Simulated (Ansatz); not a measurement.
Rows from a G0W0 calculation on Te2Mo (P6_3/mmc) (Ansatz 0.2.0; G0W0 on PBE, plane waves, PAW; 6×6×2 mesh, 340 empty bands, screening to 100 eV, hard PAW files), in eV. Spin-orbit coupling is left out.

```csv
row,k,band,start,Σx,Σc at the solution,Vxc
A,Γ,c1,15.997,-12.604,-3.995,-16.803
B,"(0.167, 0.167, 0.000)",v1,12.418,-19.098,0.985,-18.205
C,Γ,v2,12.770,-16.216,1.175,-14.694
D,Γ,v1,13.094,-18.828,0.410,-18.523
E,"(0.167, 0.167, 0.000)",c2,14.664,-13.563,-3.917,-17.770
F,"(0.167, 0.167, 0.000)",c1,13.920,-13.099,-3.474,-16.833
```

**Question.** Work out each quasiparticle level and how far it moved.

The quasiparticle equation reads E = start + Σx + Σc(E) − Vxc.

```csv
row,E (eV),shift (eV)
A,16.202,+0.204
B,12.510,+0.092
C,12.424,−0.346
D,13.199,+0.105
E,14.954,+0.290
F,14.181,+0.261
```

The gap over the computed points goes from 0.83 eV to 0.98 eV.

Limits: not at the basis limit; no spin-orbit coupling; coarse k mesh.

[Paths, hosts, dates, memory and timing lines, banners, echoed tables and standing remarks are left out of the program output.]

[Logs are printed without paths, hosts, clocks, repeated set-up lines and the standing remarks that a program may print on its own settings, such as how far it seeks lower states.]

[Runs of the session that timed out or met a known fault of the program may be left out.]

[Cells called generated may have been cut or substituted from an entry of the Crystallography Open Database or the Materials Project.]

[Hosts, paths, dates, database ids (printed as entryN), source tags and the programs' standing remarks are cut or masked in the printed files.]
